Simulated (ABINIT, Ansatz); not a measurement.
# Quasiparticle gap of CuI (Marshite) in ABINIT

Aim: the G0W0 gap of CuI (Marshite) on PBE, step by step.

Program: ABINIT 10.8.3. Level of theory: PBE and many-body steps on it, plane waves. Values are calculated unless marked as measured.

The database entry behind the starting cell differs from other determinations of this structure, so it need not match the best structure at room temperature.

In doubt: a PseudoDojo file used here is known to give poor structures and forces, which bears on pressures, cells, forces and phonons.

**1. Starting point**

Symmetry: F-43m, No. 216, cubic system. Conventional cell: a = 6.063 Å, b = 6.063 Å, c = 6.063 Å, α = 90.00°, β = 90.00°, γ = 90.00°. Cu has 4 I at 2.63 Å nearest. Nearest to I lie 4 Cu at 2.63 Å. Farther neighbours, and contacts between anions beyond the nearest, are not listed.

The cell and positions come from the Crystallography Open Database and are kept as given unless a step says otherwise.

**2. Ground state**

This step: ABINIT 10.8.3; DFT, PBE, plane waves, norm-conserving pseudopotentials.

The ground-state density comes first.

Input file run.abi:

```
acell 3*1.0 Angstrom
rprim 
  0.000000000000 3.031500000000 3.031500000000
  3.031500000000 -0.000000000000 3.031500000000
  3.031500000000 3.031500000000 0.000000000000
ntypat 2
znucl 29 53
natom 2
typat 1 2
xred 
  0.250000000000 0.250000000000 0.250000000000
  0.000000000000 0.000000000000 0.000000000000
pp_dirpath "pseudos"
pseudos "Cu.upf, I.upf"
ecut 42
ngkpt 6 6 6
nshiftk 1
shiftk 0 0 0
kptopt 1
chksymbreak 0
nband 18
occopt 1
tolvrs 1e-10
nstep 60
prtwf 0
optforces 0
optstress 0
indata_prefix "in"
outdata_prefix "out"
tmpdata_prefix "tmp"
```

On the command line:

```bash
$ OMP_NUM_THREADS=1 mpirun -n 8 abinit run.abi > log
```

Standard output:

```text
.Version 10.8.3 of ABINIT. v10.8.2 released Aug 2026.

 Symmetries : space group F-4 3 m (#216); Bravais cF (face-center cubic)
================================================================================
 Values of the parameters that define the memory need of the present run
     intxc =       0    ionmov =       0      iscf =       7    lmnmax =       6
     lnmax =       6     mgfft =      48  mpssoang =       3    mqgrid =    3001
     natom =       2  nloc_mem =       1    nspden =       1   nspinor =       1
    nsppol =       1      nsym =      24    n1xccc =    2501    ntypat =       2
    occopt =       1   xclevel =       2
-    mband =          18        mffmem =           1         mkmem =           2
       mpw =        4897          nfft =      110592          nkpt =          16
================================================================================
  Rough estimation (10% accuracy) of disk space for files :
================================================================================

--------------------------------------------------------------------------------
------------- Echo of variables that govern the present computation ------------
--------------------------------------------------------------------------------
 -outvars: echo values of preprocessed input variables --------
            acell      1.8897261259E+00  1.8897261259E+00  1.8897261259E+00 Bohr

      chksymbreak           0
             ecut      4.20000000E+01 Hartree
-          fftalg         312

              ixc     -101130
              kpt      0.00000000E+00  0.00000000E+00  0.00000000E+00
                       1.66666667E-01  0.00000000E+00  0.00000000E+00
                       3.33333333E-01  0.00000000E+00  0.00000000E+00
                       5.00000000E-01  0.00000000E+00  0.00000000E+00
                       1.66666667E-01  1.66666667E-01  0.00000000E+00
                       3.33333333E-01  1.66666667E-01  0.00000000E+00
                       5.00000000E-01  1.66666667E-01  0.00000000E+00
                      -3.33333333E-01  1.66666667E-01  0.00000000E+00
                      -1.66666667E-01  1.66666667E-01  0.00000000E+00
   [... 5 further rows ...]
                      -3.33333333E-01  3.33333333E-01  1.66666667E-01
                      -3.33333333E-01  5.00000000E-01  1.66666667E-01
         kptrlatt        6    0    0      0    6    0      0    0    6
          kptrlen      4.86096717E+01
P           mkmem           2
            natom           2
            nband          18
            ngfft          48      48      48
             nkpt          16
            nstep          60
             nsym          24
           ntypat           2
              occ      2.000000  2.000000  2.000000  2.000000  2.000000  2.000000
                       2.000000  2.000000  2.000000  2.000000  2.000000  2.000000
                       2.000000  0.000000  0.000000  0.000000  0.000000  0.000000
        optforces           0
        optstress           0
            prtwf           0
            rprim      0.0000000000E+00  3.0315000000E+00  3.0315000000E+00
[...]
spgroup         216

           tolvrs      1.00000000E-10

             xred      2.5000000000E-01  2.5000000000E-01  2.5000000000E-01
[...]
znucl       29.00000   53.00000

================================================================================

 chkinp: Checking input parameters for consistency.

================================================================================
== DATASET  1 ==================================================================
-   mpi_nproc: 8, omp_nthreads: 1 (-1 if OMP is not activated)

--- !DatasetInfo
iteration_state: {dtset: 1, }
dimensions: {natom: 2, nkpt: 16, mband: 18, nsppol: 1, nspinor: 1, nspden: 1, mpw: 4897, }
cutoff_energies: {ecut:  42.0, pawecutdg:  -1.0, }
electrons: {nelect:   2.60000000E+01, charge:   0.00000000E+00, occopt:   1.00000000E+00, tsmear:   1.00000000E-02, }

 Real(R)+Recip(G) space primitive vectors, cartesian coordinates (Bohr,Bohr^-1):
 R(1)=  0.0000000  5.7287048  5.7287048  G(1)= -0.0872798  0.0872798  0.0872798
 R(2)=  5.7287048  0.0000000  5.7287048  G(2)=  0.0872798 -0.0872798  0.0872798
 R(3)=  5.7287048  5.7287048  0.0000000  G(3)=  0.0872798  0.0872798 -0.0872798
 Unit cell volume ucvol=  3.7600993E+02 bohr^3
 Angles (23,13,12)=  6.00000000E+01  6.00000000E+01  6.00000000E+01 degrees

 getcut: wavevector=  0.0000  0.0000  0.0000  ngfft=  48  48  48
         ecut(hartree)=     42.000   => boxcut(ratio)=   2.03086

--- Pseudopotential description ------------------------------------------------
- Cu Generated using ONCVPSP code by D. R. Hamann
- 29.00000  19.00000  171031                  znucl, zion, pspdat
12 -101130 2 -1 1492                          pspcod,pspxc,lmax,lloc,mmax
     nproj     2     2     2
  pspatm : epsatm=   21.66068635
         --- l  ekb(1:nproj) -->
[...]
pspatm: atomic psp has been read  and splines computed

- I Generated using ONCVPSP code by D. R. Hamann
- 53.00000   7.00000  171031                  znucl, zion, pspdat
12 -101130 2 -1 1196                          pspcod,pspxc,lmax,lloc,mmax
     nproj     2     2     2
  pspatm : epsatm=   19.17056757
         --- l  ekb(1:nproj) -->
[...]
2    4.134838    0.711910
 pspatm: atomic psp has been read  and splines computed

   1.06161260E+03                                ecore*ucvol(ha*bohr**3)
--------------------------------------------------------------------------------

_setup2: Arith. and geom. avg. npw (full set) are    4887.671    4887.663

================================================================================

--- !BeginCycle
iteration_state: {dtset: 1, }
solver: {iscf: 7, nstep: 60, nline: 4, wfoptalg: 0, }
tolerances: {tolvrs: 1.00E-10, }

     iter   Etot(hartree)      deltaE(h)  residm     vres2
 ETOT  1  -198.49932499269    -1.985E+02 2.197E-01 1.428E+04
 ETOT  2  -198.62838877951    -1.291E-01 1.416E-01 2.812E+04
 ETOT  3  -201.85821648741    -3.230E+00 3.329E-02 5.168E+03
 ETOT  4  -202.28168608485    -4.235E-01 1.171E-01 1.994E+03
 ETOT  5  -202.45053120802    -1.688E-01 2.533E-03 7.482E+02
 ETOT  6  -202.51508045913    -6.455E-02 6.536E-04 2.857E+02
 ETOT  7  -202.55301032748    -3.793E-02 6.418E-04 3.088E+01
 ETOT  8  -202.55456500006    -1.555E-03 1.987E-01 1.990E+01
 ETOT  9  -202.55759561681    -3.031E-03 1.776E-02 4.280E-01
 ETOT 10  -202.55765731972    -6.170E-05 1.450E-04 3.819E-03
 ETOT 11  -202.55765777924    -4.595E-07 1.649E-05 1.349E-03
 ETOT 12  -202.55765802563    -2.464E-07 3.672E-06 7.583E-06
 ETOT 13  -202.55765802693    -1.297E-09 3.106E-07 5.036E-07
 ETOT 14  -202.55765802699    -6.722E-11 5.726E-07 2.429E-07
 ETOT 15  -202.55765802704    -4.806E-11 4.875E-08 1.304E-10
 ETOT 16  -202.55765802703     1.427E-11 9.699E-08 2.870E-11

 At SCF step   16       vres2   =  2.87E-11 < tolvrs=  1.00E-10 =>converged.

--- !ResultsGS
iteration_state: {dtset: 1, }
comment   : Summary of ground state results
lattice_vectors:
- [  0.0000000,   5.7287048,   5.7287048, ]
- [  5.7287048,  -0.0000000,   5.7287048, ]
- [  5.7287048,   5.7287048,   0.0000000, ]
lattice_lengths: [   8.10161,    8.10161,    8.10161, ]
lattice_angles: [ 60.000,  60.000,  60.000, ] # degrees, (23, 13, 12)
lattice_volume:   3.7600993E+02
convergence: {deltae:  1.427E-11, res2:  2.870E-11, residm:  9.699E-08, diffor:  0.000E+00, }
etotal    :  -2.02557658E+02
entropy   :   0.00000000E+00
fermie    :   1.43174079E-01
cartesian_stress_tensor: null
pressure_GPa: null
xred      :
- [  2.5000E-01,   2.5000E-01,   2.5000E-01, Cu]
- [  0.0000E+00,   0.0000E+00,   0.0000E+00,  I]
cartesian_forces: null
force_length_stats: {min: null, max: null, mean: null, }

 Integrated electronic density in atomic spheres:
 ------------------------------------------------
 Atom  Sphere_radius  Integrated_density
    1        2.00000         17.36540554
    2        2.00000          2.86755521
================================================================================

 ----iterations are completed or convergence reached----

 Mean square residual over all n,k,spin=   33.817E-11; max=  96.988E-09
 reduced coordinates (array xred) for    2 atoms
       0.250000      0.250000      0.250000
       0.000000      0.000000      0.000000
 rms dE/dt=  0.0000E+00; max dE/dt=  0.0000E+00; dE/dt below (all hartree)
    1       0.000000      0.000000      0.000000
    2       0.000000      0.000000      0.000000

 cartesian coordinates (angstrom) at end:
    1      1.515750     1.515750     1.515750
    2      0.000000     0.000000     0.000000
 length scales=  1.889726  1.889726  1.889726 bohr
              =  1.000000  1.000000  1.000000 angstroms
 prteigrs : about to open file out_EIG
 Fermi (or HOMO) energy (hartree) =   0.14317   Average Vxc (hartree)=  -0.33457
 Eigenvalues (hartree) for nkpt=  16  k points:
 kpt#   1, nband= 18, wtk=  0.00463, kpt=  0.0000  0.0000  0.0000 (reduced coord)
  -3.95427   -2.38976   -2.38976   -2.38976   -0.37361    0.00854    0.00854    0.00854
   0.07568    0.07568    0.14317    0.14317    0.14317    0.18334    0.32176    0.32176
   0.32176    0.44822
 prteigrs : prtvol=0 or 1, do not print more k-points.

--- !EnergyTerms
iteration_state     : {dtset: 1, }
comment             : Components of total free energy in Hartree
kinetic             :  9.066078E+01
hartree             :  9.192203E+01
xc                  : -2.734888E+01
Ewald energy        : -9.134300E+01
psp_core            :  2.823363E+00
local_psp           : -2.375412E+02
non_local_psp       : -3.173074E+01
total_energy        : -2.025577E+02
total_energy_eV     : -5.511875E+03
band_energy         : -2.214648E+01

== END DATASET(S) ==============================================================
================================================================================

 -outvars: echo values of variables after computation  --------
           etotal     -2.0255765803E+02
            nband          18
             nkpt          16
          spgroup         216
 [... the other variables as echoed above ...]

 Calculation completed.
```

Elapsed: 12 s, on 8 MPI ranks of Arm Neoverse V1, shared host; peak memory 0.65 GiB; 93 s of CPU time.

Numbers from this step:

```yaml
total_energy: -5511.8747 eV
gap: 1.093 eV
k_of_the_valence_top: 0, 0, 0
k_of_the_conduction_bottom: 0, 0, 0
least_direct_gap: 1.093 eV
```

The gap is direct, at Γ.

**3. Bands along the symmetry lines**

Levels along a band path, at the cheap level, show where the edges lie and whether the meshes to come will hold them.

Input file run.abi:

```
acell 3*1.0 Angstrom
rprim 
  0.000000000000 3.031500000000 3.031500000000
  3.031500000000 -0.000000000000 3.031500000000
  3.031500000000 3.031500000000 0.000000000000
ntypat 2
znucl 29 53
natom 2
typat 1 2
xred 
  0.250000000000 0.250000000000 0.250000000000
  0.000000000000 0.000000000000 0.000000000000
pp_dirpath "pseudos"
pseudos "Cu.upf, I.upf"
ecut 42
iscf -2
irdden 1
kptopt 0
nkpt 50
kpt 
  0.00000000 0.00000000 0.00000000
  -0.06250000 -0.06250000 0.00000000
  -0.12500000 -0.12500000 0.00000000
  -0.18750000 -0.18750000 0.00000000
  -0.25000000 -0.25000000 0.00000000
  -0.31250000 -0.31250000 0.00000000
  -0.37500000 -0.37500000 0.00000000
  -0.43750000 -0.43750000 0.00000000
  -0.50000000 -0.50000000 0.00000000
  -0.48437500 -0.48437500 0.03125000
  -0.46875000 -0.46875000 0.06250000
  -0.45312500 -0.45312500 0.09375000
  -0.43750000 -0.43750000 0.12500000
  -0.42187500 -0.42187500 0.15625000
  -0.40625000 -0.40625000 0.18750000
  -0.39062500 -0.39062500 0.21875000
  -0.37500000 -0.37500000 0.25000000
  -0.37500000 0.00000000 0.37500000
  -0.32812500 0.00000000 0.32812500
  -0.28125000 0.00000000 0.28125000
  -0.23437500 0.00000000 0.23437500
  -0.18750000 0.00000000 0.18750000
  -0.14062500 0.00000000 0.14062500
  -0.09375000 0.00000000 0.09375000
  -0.04687500 0.00000000 0.04687500
  0.00000000 0.00000000 0.00000000
  0.00000000 0.00000000 0.06250000
  0.00000000 0.00000000 0.12500000
  0.00000000 0.00000000 0.18750000
  0.00000000 0.00000000 0.25000000
  0.00000000 0.00000000 0.31250000
  0.00000000 0.00000000 0.37500000
  0.00000000 0.00000000 0.43750000
  -0.00000000 0.00000000 0.50000000
  -0.06250000 -0.03125000 0.46875000
  -0.12500000 -0.06250000 0.43750000
  -0.18750000 -0.09375000 0.40625000
  -0.25000000 -0.12500000 0.37500000
  -0.31250000 -0.15625000 0.34375000
  -0.37500000 -0.18750000 0.31250000
  -0.43750000 -0.21875000 0.28125000
  -0.50000000 -0.25000000 0.25000000
  -0.50000000 -0.28125000 0.21875000
  -0.50000000 -0.31250000 0.18750000
  -0.50000000 -0.34375000 0.15625000
  -0.50000000 -0.37500000 0.12500000
  -0.50000000 -0.40625000 0.09375000
  -0.50000000 -0.43750000 0.06250000
  -0.50000000 -0.46875000 0.03125000
  -0.50000000 -0.50000000 0.00000000
istwfk *1
nband 20
nbdbuf 2
tolwfr 1e-08
nstep 40
prtwf 0
prtvol 0
indata_prefix "in"
outdata_prefix "out"
tmpdata_prefix "tmp"
```

Standard output:

```text
.Version 10.8.3 of ABINIT. v10.8.2 released Aug 2026.

 Symmetries : space group F-4 3 m (#216); Bravais cF (face-center cubic)
[... echo of the input left out ...]
== DATASET  1 ==================================================================
-   mpi_nproc: 8, omp_nthreads: 1 (-1 if OMP is not activated)

--- !DatasetInfo
iteration_state: {dtset: 1, }
dimensions: {natom: 2, nkpt: 50, mband: 20, nsppol: 1, nspinor: 1, nspden: 1, mpw: 4927, }
cutoff_energies: {ecut:  42.0, pawecutdg:  -1.0, }
electrons: {nelect:   2.60000000E+01, charge:   0.00000000E+00, occopt:   1.00000000E+00, tsmear:   1.00000000E-02, }

 Real(R)+Recip(G) space primitive vectors, cartesian coordinates (Bohr,Bohr^-1):
 R(1)=  0.0000000  5.7287048  5.7287048  G(1)= -0.0872798  0.0872798  0.0872798
 R(2)=  5.7287048  0.0000000  5.7287048  G(2)=  0.0872798 -0.0872798  0.0872798
 R(3)=  5.7287048  5.7287048  0.0000000  G(3)=  0.0872798  0.0872798 -0.0872798
 Unit cell volume ucvol=  3.7600993E+02 bohr^3
 Angles (23,13,12)=  6.00000000E+01  6.00000000E+01  6.00000000E+01 degrees

 getcut: wavevector=  0.0000  0.0000  0.0000  ngfft=  48  48  48
         ecut(hartree)=     42.000   => boxcut(ratio)=   2.03086

--- Pseudopotential description ------------------------------------------------
- Cu Generated using ONCVPSP code by D. R. Hamann
- 29.00000  19.00000  171031                  znucl, zion, pspdat
12 -101130 2 -1 1492                          pspcod,pspxc,lmax,lloc,mmax
     nproj     2     2     2
  pspatm : epsatm=   21.66068635
         --- l  ekb(1:nproj) -->
             0    5.018228   -0.401224
             1   -3.482181   -0.761012
             2   -6.875193   -2.519588
 pspatm: atomic psp has been read  and splines computed

- I Generated using ONCVPSP code by D. R. Hamann
- 53.00000   7.00000  171031                  znucl, zion, pspdat
12 -101130 2 -1 1196                          pspcod,pspxc,lmax,lloc,mmax
     nproj     2     2     2
  pspatm : epsatm=   19.17056757
         --- l  ekb(1:nproj) -->
[...]
pspatm: atomic psp has been read  and splines computed

--------------------------------------------------------------------------------

================================================================================
 prteigrs : about to open file out_EIG
 Non-SCF case, kpt    1 (  0.00000  0.00000  0.00000), residuals and eigenvalues=
  3.22E-09  8.11E-10  1.85E-09  7.58E-09  4.39E-09  4.51E-09  6.21E-09  7.31E-09
  7.21E-09  6.95E-09  8.29E-09  9.47E-09  2.23E-09  1.09E-09  4.39E-09  3.83E-09
  7.97E-09  9.83E-09  6.96E-07  1.26E-06
 -3.9543E+00 -2.3898E+00 -2.3898E+00 -2.3898E+00 -3.7361E-01  8.5416E-03
  8.5416E-03  8.5416E-03  7.5677E-02  7.5677E-02  1.4317E-01  1.4317E-01
  1.4317E-01  1.8334E-01  3.2176E-01  3.2176E-01  3.2176E-01  4.4822E-01
  4.9942E-01  4.9942E-01
 Non-SCF case, kpt    2 ( -0.06250 -0.06250  0.00000), residuals and eigenvalues=
[...]
4.50E-09  7.31E-09  2.36E-06  3.89E-05
[...]
4.7543E-01  5.0096E-01
 Non-SCF case, kpt    3 ( -0.12500 -0.12500  0.00000), residuals and eigenvalues=
[...]
4.97E-09  9.21E-09  8.34E-09  2.45E-06
[...]
4.9187E-01  5.0546E-01
[...]
Non-SCF case, kpt   49 ( -0.50000 -0.46875  0.03125), residuals and eigenvalues=
[...]
5.6734E-01  5.9358E-01
 Non-SCF case, kpt   50 ( -0.50000 -0.50000  0.00000), residuals and eigenvalues=
[...]
4.0316E-03  4.0316E-03  7.4837E-02  7.7586E-02  7.9188E-02  8.8781E-02
  8.8781E-02  2.4218E-01  2.4882E-01  4.8004E-01  5.0378E-01  5.0378E-01
  5.6600E-01  5.9369E-01

--- !ResultsGS
iteration_state: {dtset: 1, }
comment   : Summary of ground state results
lattice_vectors:
- [  0.0000000,   5.7287048,   5.7287048, ]
- [  5.7287048,  -0.0000000,   5.7287048, ]
- [  5.7287048,   5.7287048,   0.0000000, ]
lattice_lengths: [   8.10161,    8.10161,    8.10161, ]
lattice_angles: [ 60.000,  60.000,  60.000, ] # degrees, (23, 13, 12)
lattice_volume:   3.7600993E+02
convergence: {deltae:  0.000E+00, res2:  0.000E+00, residm:  9.957E-09, diffor:  0.000E+00, }
etotal    :  -2.02557658E+02
entropy   :   0.00000000E+00
fermie    :   1.43174079E-01
cartesian_stress_tensor: null
pressure_GPa: null
xred      :
- [  2.5000E-01,   2.5000E-01,   2.5000E-01, Cu]
- [  0.0000E+00,   0.0000E+00,   0.0000E+00,  I]
cartesian_forces: null
force_length_stats: {min: null, max: null, mean: null, }

 Integrated electronic density in atomic spheres:
 ------------------------------------------------
 Atom  Sphere_radius  Integrated_density
[...]
================================================================================

 ----iterations are completed or convergence reached----

 Mean square residual over all n,k,spin=   50.133E-10; max=  99.566E-10
 reduced coordinates (array xred) for    2 atoms
       0.250000      0.250000      0.250000
       0.000000      0.000000      0.000000

 cartesian coordinates (angstrom) at end:
[...]
length scales=  1.889726  1.889726  1.889726 bohr
              =  1.000000  1.000000  1.000000 angstroms
 prteigrs : about to open file out_EIG
 Eigenvalues (hartree) for nkpt=  50  k points:
 kpt#   1, nband= 20, wtk=  1.00000, kpt=  0.0000  0.0000  0.0000 (reduced coord)
[...]
kpt#   2, nband= 20, wtk=  1.00000, kpt= -0.0625 -0.0625  0.0000 (reduced coord)
[...]
kpt#   3, nband= 20, wtk=  1.00000, kpt= -0.1250 -0.1250  0.0000 (reduced coord)
[...]
kpt#  49, nband= 20, wtk=  1.00000, kpt= -0.5000 -0.4687  0.0313 (reduced coord)
[...]
0.49674    0.50623    0.56734    0.59358
 kpt#  50, nband= 20, wtk=  1.00000, kpt= -0.5000 -0.5000  0.0000 (reduced coord)
  -3.95427   -2.38976   -2.38975   -2.38975   -0.34651   -0.06306    0.00403    0.00403
   0.07484    0.07759    0.07919    0.08878    0.08878    0.24218    0.24882    0.48004
   0.50378    0.50378    0.56600    0.59369

== END DATASET(S) ==============================================================
================================================================================

 -outvars: echo values of variables after computation  --------
            nband          20
             nkpt          50
          spgroup         216
 [... the other variables as echoed above ...]

 Calculation completed.
```

The job ended after 13 s (8 MPI ranks; peak memory 0.58 GiB).

Numbers from this step:

* gap: 1.093 eV
* k of the valence top: 0, 0, 0
* k of the conduction bottom: 0, 0, 0
* least direct gap: 1.093 eV

The gap is 1.093 eV, as in the run before at this level.

The electronic bands at the labelled points (eV, zero at the top of the highest filled band):

```csv
point,band 10,band 11,band 12,band 13,band 14,band 15,band 16,band 17
Γ,-1.84,0.00,0.00,0.00,1.09,4.86,4.86,4.86
halfway,-1.79,-1.08,-0.87,-0.87,3.18,3.37,6.79,6.79
X,-1.78,-1.74,-1.48,-1.48,2.69,2.87,9.17,9.81
halfway,-1.79,-1.76,-1.47,-1.41,2.85,3.36,8.41,9.02
U,-1.81,-1.69,-1.49,-1.23,3.07,4.59,7.54,7.87
jump to K,-1.81,-1.69,-1.49,-1.23,3.07,4.59,7.54,7.87
halfway,-1.81,-1.32,-1.06,-0.39,3.07,4.97,5.56,5.64
Γ,-1.84,0.00,0.00,0.00,1.09,4.86,4.86,4.86
halfway,-1.84,-1.26,-0.37,-0.37,2.23,5.42,5.42,5.45
L,-1.80,-1.76,-0.71,-0.71,2.12,5.40,5.40,7.41
halfway,-1.82,-1.70,-1.29,-0.99,3.46,4.66,6.20,7.41
W,-1.89,-1.75,-1.58,-1.24,4.46,4.63,6.03,6.38
halfway,-1.86,-1.75,-1.53,-1.33,3.37,3.48,7.79,7.93
X,-1.78,-1.74,-1.48,-1.48,2.69,2.87,9.17,9.81
```

(Part 1 of 2 ends here.)

[Long decimals in the printed logs are rounded to 6 places.]

[Logs are printed without paths, hosts, clocks, repeated set-up lines and the standing remarks that a program may print on its own settings, such as how far it seeks lower states.]

[Paths, hosts, dates, memory and timing lines, banners, echoed tables and standing remarks are left out of the program output; an Ansatz launch command may be rebuilt from the run's recorded settings. Measured values are a selection of at most five: reports struck by readers or far from the other reports are left out. None is set beside runs whose start may be inverted or whose files or cutoffs have a known fault.]

[Runs of the session that timed out or met a known fault of the program may be left out.]

[Hosts, paths, dates, database ids (printed as entryN), source tags and the programs' standing remarks are cut or masked in the printed files.]

[G0W0 gaps are taken among the corrected bands and points alone; a level outside them can change the order at an edge.]

[Where Ansatz stands beside ABINIT at settings called matched, ABINIT's density can come from a denser mesh and the files from another edition; pairs whose starting gaps differed by over 0.03 eV were left out, so agreement reads better than it is.]
